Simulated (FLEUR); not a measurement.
# Magnetic state of CeAl from several starts, part 2 of 3

Aim: find out whether CeAl carries moments, and which collinear order costs least.

FLEUR MaX-R8.1; PBEsol with U = 4.3 eV, J = 0.7 eV on Ce f; all-electron FLAPW, Dirac cores, scalar-relativistic bands.

So far, largest spin moment in the muffin-tin sphere (μB): step 2 (run 1 (ferro +)) 0.953.

## Step 3: Run 2 (antiferro q=(1/2,1/2,1/2) +-)

Another pattern of signs weighs the neighbour shells otherwise.

The cell is doubled to 4 atoms to hold this order. The mesh is halved along the doubled vector, so that both cells sample the same points. The k list default-1 (kpts.xml, not shown) is a Γ-centred 3×6×6 mesh.

Input file inp.xml:

```
<?xml version="1.0" encoding="UTF-8" standalone="no"?>
<fleurInput fleurInputVersion="0.39">
   <comment>
      CeAl
   </comment>
   <calculationSetup>
      <cutoffs Kmax="3.6" Gmax="10.8" GmaxXC="10.8" numbands="0"/>
      <scfLoop itmax="130" minDistance="0.0001" maxIterBroyd="15" imix="Anderson" alpha="0.05" precondParam="0.0" spinf="2.0" sdNocoIR="T"/>
      <coreElectrons ctail="T" frcor="F" kcrel="0" coretail_lmax="0"/>
      <xcFunctional name="PBEs" relativisticCorrections="F"/>
      <magnetism jspins="2"/>
      <soc l_soc="F" theta="0.0" phi="0.0" spav="F"/>
      <expertModes spex="0" secvar="F"/>
      <geometryOptimization l_f="F" forcealpha="1.0" forcemix="BFGS" epsdisp="0.00001" epsforce="0.00001"/>
      <ldaU l_linMix="F" mixParam="0.05" spinf="1.0"/>
   </calculationSetup>
   <cell>
      <bzIntegration valenceElectrons="30.0" mode="hist" fermiSmearingEnergy="0.00110248">
         <kPointListSelection listName="default-1"/>
         <xi:include xmlns:xi="http://www.w3.org/2001/XInclude" href="kpts.xml"> </xi:include>
      </bzIntegration>
      <xi:include xmlns:xi="http://www.w3.org/2001/XInclude" href="sym.xml"> </xi:include>
      <bulkLattice scale="1.0">
         <bravaisMatrix>
            <row-1>   13.8832849346690619     0.0000000000000000     0.0000000000000000</row-1>
            <row-2>    6.9416424673345309     6.9416424673345309     0.0000000000000000</row-2>
            <row-3>    6.9416424673345309     0.0000000000000000     6.9416424673345309</row-3>
         </bravaisMatrix>
      </bulkLattice>
   </cell>
   <atomSpecies>
      <species name="Cerium (Ce1.001" element="Ce" atomicNumber="58">
         <mtSphere radius="2.8" gridPoints="925" logIncrement="0.014"/>
         <atomicCutoffs lmax="10" lnonsphr="8"/>
         <electronConfig flipSpins="F">
            <coreConfig>(1s1/2) (2s1/2) (2p1/2) (2p3/2) (3s1/2) (3p1/2) (3p3/2) (4s1/2) (3d3/2) (3d5/2) (4p1/2) (4p3/2) (4d3/2) (4d5/2)</coreConfig>
            <valenceConfig>(5s1/2) (5p1/2) (5p3/2) (6s1/2) (5d3/2) (5d5/2) (4f5/2) (4f7/2)</valenceConfig>
            <stateOccupation state="(5d3/2)" spinUp="0.2" spinDown="0.2"/>
            <stateOccupation state="(5d5/2)" spinUp="0.3005" spinDown="0.2995"/>
            <stateOccupation state="(4f5/2)" spinUp="0.4285714285714" spinDown="0.0"/>
            <stateOccupation state="(4f7/2)" spinUp="0.5714285714286" spinDown="0.0"/>
         </electronConfig>
         <energyParameters s="6" p="6" d="5" f="4"/>
         <ldaU l="3" U="4.3" J="0.7" l_amf="F"/>
         <lo type="SCLO" l="0" n="5" eDeriv="0"/>
         <lo type="SCLO" l="1" n="5" eDeriv="0"/>
      </species>
      <species name="Cerium (Ce-1.001" element="Ce" atomicNumber="58">
         <mtSphere radius="2.8" gridPoints="925" logIncrement="0.014"/>
         <atomicCutoffs lmax="10" lnonsphr="8"/>
         <electronConfig flipSpins="F">
            <coreConfig>(1s1/2) (2s1/2) (2p1/2) (2p3/2) (3s1/2) (3p1/2) (3p3/2) (4s1/2) (3d3/2) (3d5/2) (4p1/2) (4p3/2) (4d3/2) (4d5/2)</coreConfig>
            <valenceConfig>(5s1/2) (5p1/2) (5p3/2) (6s1/2) (5d3/2) (5d5/2) (4f5/2) (4f7/2)</valenceConfig>
            <stateOccupation state="(5d3/2)" spinUp="0.2" spinDown="0.2"/>
            <stateOccupation state="(5d5/2)" spinUp="0.2995" spinDown="0.3005"/>
            <stateOccupation state="(4f5/2)" spinUp="0.0" spinDown="0.4285714285714"/>
            <stateOccupation state="(4f7/2)" spinUp="0.0" spinDown="0.5714285714286"/>
         </electronConfig>
         <energyParameters s="6" p="6" d="5" f="4"/>
         <ldaU l="3" U="4.3" J="0.7" l_amf="F"/>
         <lo type="SCLO" l="0" n="5" eDeriv="0"/>
         <lo type="SCLO" l="1" n="5" eDeriv="0"/>
      </species>
      <species name="Aluminum (Al)" element="Al" atomicNumber="13">
         <mtSphere radius="2.8" gridPoints="925" logIncrement="0.013"/>
         <atomicCutoffs lmax="10" lnonsphr="8"/>
         <electronConfig flipSpins="F">
            <coreConfig>(1s1/2) (2s1/2) (2p1/2) (2p3/2)</coreConfig>
            <valenceConfig>(3s1/2) (3p1/2) (3p3/2)</valenceConfig>
            <stateOccupation state="(3p1/2)" spinUp="0.166667" spinDown="0.166667"/>
            <stateOccupation state="(3p3/2)" spinUp="0.333333" spinDown="0.333333"/>
         </electronConfig>
         <energyParameters s="3" p="3" d="3" f="4"/>
      </species>
   </atomSpecies>
   <atomGroups>
      <atomGroup species="Cerium (Ce1.001">
         <relPos label="                   1">1.000/2.000 1.000/2.000 1.000/2.000</relPos>
         <force calculate="T" relaxXYZ="TTT"/>
      </atomGroup>
      <atomGroup species="Cerium (Ce-1.001">
         <relPos label="                   2">.0000000000 1.000/2.000 1.000/2.000</relPos>
         <force calculate="T" relaxXYZ="TTT"/>
      </atomGroup>
      <atomGroup species="Aluminum (Al)">
         <relPos label="                   3">-1.000/4.000 .0000000000 .0000000000</relPos>
         <relPos label="                   4">1.000/4.000 .0000000000 .0000000000</relPos>
         <force calculate="T" relaxXYZ="TTT"/>
      </atomGroup>
   </atomGroups>
   <output dos="F" band="F" slice="F">
      <bandDOS minEnergy="-.5*Htr" maxEnergy="0.5*Htr" sigma="0.015" storeEVData="T"/>
      <plotting iplot="0" polar="F">
         <plot TwoD="T" vec1="  1.0  0.0  0.0" vec2="  0.0  1.0  0.0" vec3="  0.0  0.0  1.0" zero="  0.0  0.0  0.0" file="plot"/>
      </plotting>
      <moessbauerParams electricFieldGradient="F" isomerShift="F" coreHyperfine="F" valenceHyperfine="F"/>
   </output>
</fleurInput>
```

Input file crystal.txt:

```
CeAl
&input film=F cartesian=F /
7.34671800000  0.00000000000  0.00000000000
3.67335900000  3.67335900000  0.00000000000
3.67335900000  0.00000000000  3.67335900000
1.8897261246
1.0 1.0 1.0

4
58 0.75000000000  0.50000000000  0.50000000000 : 1.001
58 0.25000000000  0.50000000000  0.50000000000 : -1.001
13 0.00000000000  0.00000000000  0.00000000000
13 0.50000000000  0.00000000000  0.00000000000

&kpt div1=3 div2=6 div3=6 gamma=T /
```

Run with:

```console
$ OMP_NUM_THREADS=1 inpgen -f crystal.txt > inpgen.log  # inp.xml is then edited as shown
$ OMP_NUM_THREADS=1 mpirun -n 4 fleur_MPI > fleur.log
```

Log:

```text
[banner, memory and clock lines left out]
Welcome to FLEUR        (www.flapw.de)
      MaX-Release 8.1          (www.max-centre.eu)

 ========== k-point set info ==========
 Selected k-point list: default-1
 k-point list type: mesh
 3 x 6 x 6
 Number of k points: 20

 ------------Calculation Setup---------------------------
 Number of PE/node        :            4
 Number of OMP-threads    :            1
 k-points in parallel     :            4
 pe's per k-point         :            1
 No of k-point loops      :            5
 Eigenvalue solver        :       lapack
 Number of basis functions:          561
 Approximate size of matrices (H+S) per k-point:         0.005 GB
 Iteration:     1   Distance:      16.51010274 me/bohr^3
 Iteration:     2   Distance:      15.74412154 me/bohr^3
 Iteration:     3   Distance:       3.37632179 me/bohr^3
 Iteration:     4   Distance:       1.80349407 me/bohr^3
 Iteration:     5   Distance:       0.35448799 me/bohr^3
 Iteration:     6   Distance:       0.14600903 me/bohr^3
 Iteration:     7   Distance:       0.10756404 me/bohr^3
 Iteration:     8   Distance:       0.02286693 me/bohr^3
 Iteration:     9   Distance:       0.01868272 me/bohr^3
 Iteration:    10   Distance:       0.00464380 me/bohr^3
 Iteration:    11   Distance:       0.00231084 me/bohr^3
 Iteration:    12   Distance:       0.00099090 me/bohr^3
 Iteration:    13   Distance:       0.00029529 me/bohr^3
 Iteration:    14   Distance:       0.00012930 me/bohr^3
 Iteration:    15   Distance:       0.00005433 me/bohr^3

 ********************************************************************
 Run finished successfully
 Stop message:
   all done
 ********************************************************************

--- out.xml (last complete iteration) ---
<iteration numberForCurrentRun="   15" overallNumber="   15">
         [... left out ...]
         <bandgap value="0.0000059689" units="eV"/>
         <sumValenceSingleParticleEnergies value="-3.6383674476" units="Htr"/>
         <FermiEnergy value="0.3431991250" units="Htr"/>
         <valenceDensity>
            <mtCharges spin="1">
               <mtCharge atomType="1" total="5.3687288" s="1.0463497" p="2.8601576" d="0.5002231" f="0.9612061"/>
               <mtCharge atomType="2" total="4.4109268" s="1.0436972" p="2.8526163" d="0.4676367" f="0.0461672"/>
               <mtCharge atomType="3" total="1.1671891" s="0.5383788" p="0.5552552" d="0.0634091" f="0.0074617"/>
            </mtCharges>
            <mtCharges spin="2">
               <mtCharge atomType="1" total="4.4109268" s="1.0436972" p="2.8526163" d="0.4676367" f="0.0461672"/>
               <mtCharge atomType="2" total="5.3687288" s="1.0463497" p="2.8601576" d="0.5002231" f="0.9612061"/>
               <mtCharge atomType="3" total="1.1671891" s="0.5383788" p="0.5552552" d="0.0634091" f="0.0074617"/>
            </mtCharges>
            <spinDependentCharge spin="1" total="15.0000000" interstitial="2.8859661" mtSpheres="12.1140339"/>
            <spinDependentCharge spin="2" total="15.0000000" interstitial="2.8859661" mtSpheres="12.1140339"/>
            <totalCharge value="30.0000000000"/>
         </valenceDensity>
         [... left out ...]
         <magneticMomentsInMTSpheres units="muBohr">
            <globalMagMoment atomType="1" vec="0.00000   0.00000   0.95780"/>
            <localMagMoment atomType="1" vec="0.00000   0.00000   0.95780"/>
            <globalMagMoment atomType="2" vec="0.00000   0.00000  -0.95780"/>
            <localMagMoment atomType="2" vec="0.00000   0.00000  -0.95780"/>
            <globalMagMoment atomType="3" vec="0.00000   0.00000   0.00000"/>
            <localMagMoment atomType="3" vec="0.00000   0.00000   0.00000"/>
         </magneticMomentsInMTSpheres>
         [... left out ...]
         <totalEnergy value="   -18208.7438813987" units="Htr">
            <sumOfEigenvalues value="   -11192.0014445508">
               <coreElectrons value="-11188.3630771032"/>
               <valenceElectrons value="-3.6383674476"/>
            </sumOfEigenvalues>
            <densityCoulombPotentialIntegral value="-30100.3508706706"/>
            <densityEffectivePotentialIntegral value="-30692.1523611237"/>
            <chargeDenXCDenIntegral value="-450.1658530127"/>
            <FockExchangeEnergyValence value="0.0000000000"/>
            <FockExchangeEnergyCore value="0.0000000000"/>
         [... left out ...]
            <dftUCorrection value="-0.1111416627"/>
            <tkbTimesEntropy value="0.0001786040"/>
            <freeEnergy value="-18208.7440600027"/>
            <extrapolationTo0K value="-18208.7439707007"/>
         </totalEnergy>
         [... left out ...]
         <ldaUDensityMatrixConvergence>
            <distance spin="1" distance="0.000003"/>
            <distance spin="2" distance="0.000003"/>
         </ldaUDensityMatrixConvergence>
         <densityConvergence units="me/bohr^3">
            <chargeDensity spin="1" distance="0.0000360895"/>
            <chargeDensity spin="2" distance="0.0000360900"/>
            <overallChargeDensity distance="0.0000543289"/>
            <spinDensity distance="0.0000475210"/>
         </densityConvergence>
      </iteration>
```

Elapsed: 29 s, on 4 MPI ranks of Intel Xeon Platinum 8488C (Sapphire Rapids), shared host; peak memory 0.36 GiB; 1.9 min of CPU time.

Spin moment in the muffin-tin sphere by atom:

```tsv
atom	spin moment in the muffin-tin sphere (μB)
Ce1	0.958
Ce2	-0.958
Al3	0.000
Al4	0.000
```

Numbers from this step:

- free energy: -495485.1677 eV
- program's band gap on this mesh (in a metal only a level spacing): 5.97e-6 eV
- magnetization: 0 μB
- final state: antiferromagnetic

It lies 2.80 meV a seeded atom over the first start, and its largest moment is 0.958 μB against 0.953 μB.

## Step 4: Run 3 (antiferro q=(0,1/2,1/2) +-)

Another pattern of signs weighs the neighbour shells otherwise.

This order needs a doubled cell of 4 atoms. The mesh is halved along the doubled vector, so that both cells sample the same points. The k list default-1 (kpts.xml, not shown) is a Γ-centred 6×3×6 mesh.

inp.xml, as its differences from that of step 3:

```diff
@@ -24,5 +24,5 @@
          <bravaisMatrix>
-            <row-1>   13.8832849346690619     0.0000000000000000     0.0000000000000000</row-1>
-            <row-2>    6.9416424673345309     6.9416424673345309     0.0000000000000000</row-2>
-            <row-3>    6.9416424673345309     0.0000000000000000     6.9416424673345309</row-3>
+            <row-1>    6.9416424673345309     0.0000000000000000     0.0000000000000000</row-1>
+            <row-2>    0.0000000000000000    13.8832849346690619     0.0000000000000000</row-2>
+            <row-3>    0.0000000000000000     6.9416424673345309     6.9416424673345309</row-3>
          </bravaisMatrix>
@@ -77,3 +77,3 @@
       <atomGroup species="Cerium (Ce1.001">
-         <relPos label="                   1">1.000/2.000 1.000/2.000 1.000/2.000</relPos>
+         <relPos label="                   1">1.000/2.000 .0000000000 1.000/2.000</relPos>
          <force calculate="T" relaxXYZ="TTT"/>
@@ -81,3 +81,3 @@
       <atomGroup species="Cerium (Ce-1.001">
-         <relPos label="                   2">.0000000000 1.000/2.000 1.000/2.000</relPos>
+         <relPos label="                   2">1.000/2.000 1.000/2.000 1.000/2.000</relPos>
          <force calculate="T" relaxXYZ="TTT"/>
@@ -85,4 +85,4 @@
       <atomGroup species="Aluminum (Al)">
-         <relPos label="                   3">-1.000/4.000 .0000000000 .0000000000</relPos>
-         <relPos label="                   4">1.000/4.000 .0000000000 .0000000000</relPos>
+         <relPos label="                   3">.0000000000 .0000000000 .0000000000</relPos>
+         <relPos label="                   4">.0000000000 1.000/2.000 .0000000000</relPos>
          <force calculate="T" relaxXYZ="TTT"/>
```

Input file crystal.txt:

```
CeAl
&input film=F cartesian=F /
3.67335900000  0.00000000000  0.00000000000
0.00000000000  7.34671800000  0.00000000000
0.00000000000  3.67335900000  3.67335900000
1.8897261246
1.0 1.0 1.0

4
58 0.50000000000  0.00000000000  0.50000000000 : 1.001
58 0.50000000000  0.50000000000  0.50000000000 : -1.001
13 0.00000000000  0.00000000000  0.00000000000
13 0.00000000000  0.50000000000  0.00000000000

&kpt div1=6 div2=3 div3=6 gamma=T /
```

Log:

```text
[banner, memory and clock lines left out]
Welcome to FLEUR        (www.flapw.de)
      MaX-Release 8.1          (www.max-centre.eu)

 ========== k-point set info ==========
 Selected k-point list: default-1
 k-point list type: mesh
 6 x 3 x 6
 Number of k points: 32

 [... set-up left out ...]
 Iteration:     1   Distance:      16.55413262 me/bohr^3
 Iteration:     2   Distance:      15.78273541 me/bohr^3
 Iteration:     3   Distance:       3.24795168 me/bohr^3
 Iteration:     4   Distance:       1.70101983 me/bohr^3
 Iteration:     5   Distance:       0.34839474 me/bohr^3
[...]
[... left out ...]
            <freeEnergy value="-18208.7439118712"/>
            <extrapolationTo0K value="-18208.7438159556"/>
         </totalEnergy>
         [... left out ...]
         <ldaUDensityMatrixConvergence>
            <distance spin="1" distance="0.000004"/>
            <distance spin="2" distance="0.000004"/>
         </ldaUDensityMatrixConvergence>
         <densityConvergence units="me/bohr^3">
            <chargeDensity spin="1" distance="0.0000417740"/>
            <chargeDensity spin="2" distance="0.0000417831"/>
            <overallChargeDensity distance="0.0000629575"/>
            <spinDensity distance="0.0000549377"/>
         </densityConvergence>
      </iteration>
```

The job ended after 44 s (4 MPI ranks; peak memory 0.42 GiB).

Spin moment in the muffin-tin sphere by atom:

```tsv
atom	spin moment in the muffin-tin sphere (μB)
Ce1	0.966
Ce2	-0.966
Al3	0.000
Al4	0.000
```

Numbers from this step:

- free energy: -495485.1636 eV
- program's band gap on this mesh (in a metal only a level spacing): 0.002792 eV
- magnetization: 0 μB
- final state: antiferromagnetic

It lies 4.81 meV a seeded atom over the first start, and its largest moment is 0.966 μB against 0.953 μB.

## Step 5: Another try

An input with a fault is tried, to see how the program answers.

Input file inp.xml:

```
<?xml version="1.0" encoding="UTF-8" standalone="no"?>
<fleurInput fleurInputVersion="0.39">
   <comment>
      CeAl
   </comment>
   <calculationSetup>
      <cutoffs Kmax="3.6" Gmax="10.8" GmaxXC="10.8" numbands="0"/>
      <scfLoop itmax="100" minDistance="0.0001" maxIterBroyd="15" imix="Anderson" alpha="0.05" precondParam="0.0" spinf="2.0" sdNocoIR="T"/>
      <coreElectrons ctail="T" frcor="F" kcrel="0" coretail_lmax="0"/>
      <xcFunctional name="PBEs" relativisticCorrections="F"/>
      <magnetism jspins="2"/>
      <soc l_soc="F" theta="0.0" phi="0.0" spav="F"/>
      <expertModes spex="0" secvar="F"/>
      <geometryOptimization l_f="F" forcealpha="1.0" forcemix="BFGS" epsdisp="0.00001" epsforce="0.00001"/>
      <ldaU l_linMix="F" mixParam="0.05" spinf="1.0"/>
   </calculationSetup>
   <cell>
      <bzIntegration valenceElectrons="15.0" mode="hist" fermiSmearingEnergy="0.00110248">
         <kPointListSelection listName="default-1"/>
         <xi:include xmlns:xi="http://www.w3.org/2001/XInclude" href="kpts.xml"> </xi:include>
      </bzIntegration>
      <xi:include xmlns:xi="http://www.w3.org/2001/XInclude" href="sym.xml"> </xi:include>
      <bulkLattice scale="1.0">
         <bravaisMatrix>
            <row-1>    6.9416424673345309     0.0000000000000000     0.0000000000000000</row-1>
            <row-2>    0.0000000000000000     6.9416424673345309     0.0000000000000000</row-2>
            <row-3>    0.0000000000000000     0.0000000000000000     6.9416424673345309</row-3>
         </bravaisMatrix>
      </bulkLattice>
   </cell>
   <atomSpecies>
      <species name="Cerium (Ce1.001" element="Ce" atomicNumber="58">
         <mtSphere radius="3.40" gridPoints="925" logIncrement="0.014"/>
         <atomicCutoffs lmax="10" lnonsphr="8"/>
         <electronConfig flipSpins="F">
            <coreConfig>(1s1/2) (2s1/2) (2p1/2) (2p3/2) (3s1/2) (3p1/2) (3p3/2) (4s1/2) (3d3/2) (3d5/2) (4p1/2) (4p3/2) (4d3/2) (4d5/2)</coreConfig>
            <valenceConfig>(5s1/2) (5p1/2) (5p3/2) (6s1/2) (5d3/2) (5d5/2) (4f5/2) (4f7/2)</valenceConfig>
            <stateOccupation state="(5d3/2)" spinUp="0.2" spinDown="0.2"/>
            <stateOccupation state="(5d5/2)" spinUp="0.3005" spinDown="0.2995"/>
            <stateOccupation state="(4f5/2)" spinUp="0.4285714285714" spinDown="0.0"/>
            <stateOccupation state="(4f7/2)" spinUp="0.5714285714286" spinDown="0.0"/>
         </electronConfig>
         <energyParameters s="6" p="6" d="5" f="4"/>
         <ldaU l="3" U="4.3" J="0.7" l_amf="F"/>
         <lo type="SCLO" l="0" n="5" eDeriv="0"/>
         <lo type="SCLO" l="1" n="5" eDeriv="0"/>
      </species>
      <species name="Aluminum (Al)" element="Al" atomicNumber="13">
         <mtSphere radius="3.40" gridPoints="925" logIncrement="0.013"/>
         <atomicCutoffs lmax="10" lnonsphr="8"/>
         <electronConfig flipSpins="F">
            <coreConfig>(1s1/2) (2s1/2) (2p1/2) (2p3/2)</coreConfig>
            <valenceConfig>(3s1/2) (3p1/2) (3p3/2)</valenceConfig>
            <stateOccupation state="(3p1/2)" spinUp="0.166667" spinDown="0.166667"/>
            <stateOccupation state="(3p3/2)" spinUp="0.333333" spinDown="0.333333"/>
         </electronConfig>
         <energyParameters s="3" p="3" d="3" f="4"/>
      </species>
   </atomSpecies>
   <atomGroups>
      <atomGroup species="Cerium (Ce1.001">
         <relPos label="                   1">1.000/2.000 1.000/2.000 1.000/2.000</relPos>
         <force calculate="T" relaxXYZ="TTT"/>
      </atomGroup>
      <atomGroup species="Aluminum (Al)">
         <relPos label="                   2">.0000000000 .0000000000 .0000000000</relPos>
         <force calculate="T" relaxXYZ="TTT"/>
      </atomGroup>
   </atomGroups>
   <output dos="F" band="F" slice="F">
      <bandDOS minEnergy="-.5*Htr" maxEnergy="0.5*Htr" sigma="0.015" storeEVData="T"/>
      <plotting iplot="0" polar="F">
         <plot TwoD="T" vec1="  1.0  0.0  0.0" vec2="  0.0  1.0  0.0" vec3="  0.0  0.0  1.0" zero="  0.0  0.0  0.0" file="plot"/>
      </plotting>
      <moessbauerParams electricFieldGradient="F" isomerShift="F" coreHyperfine="F" valenceHyperfine="F"/>
   </output>
</fleurInput>
```

Input file crystal.txt:

```
CeAl
&input film=F cartesian=F /
3.67335900000  0.00000000000  0.00000000000
0.00000000000  3.67335900000  0.00000000000
0.00000000000  0.00000000000  3.67335900000
1.8897261246
1.0 1.0 1.0

2
58 0.50000000000  0.50000000000  0.50000000000 : 1.001
13 0.00000000000  0.00000000000  0.00000000000

&kpt div1=6 div2=6 div3=6 gamma=T /
```

Log:

```text
Welcome to FLEUR        (www.flapw.de)
      MaX-Release 8.1          (www.max-centre.eu)
**************FLEUR-Error*****************
Error message: Overlapping MT-radii of two neighbours detected.
Error occurred in subroutine: chkmt
Error from PE:0/4
*****************************************

Memory (rank 0): 0.032 GB (peak 0.027 GB)
```

Wall time 2.8 s (4 MPI ranks); peak memory 0.12 GiB.

The program refused the input before any cycle.

The program's message: “Overlapping MT-radii of two neighbours detected.”

The fault in the input: spheres that overlap.

Muffin-tin spheres may not overlap; the radii must fit the shortest distances.

(Part 2 of 3 ends here.)

[Logs and program files are shortened in this print: banners, set-up blocks, solver, clock and traceback lines can be left out without a mark of their own.]

[Logs are printed without paths, hosts, clocks, repeated set-up lines and the standing remarks that a program may print on its own settings, such as how far it seeks lower states.]

[Hosts, paths, dates, database ids (printed as entryN), source tags and the programs' standing remarks are cut or masked in the printed files.]

[Where a cell is said to come from a database of computed structures, the database is the Materials Project.]
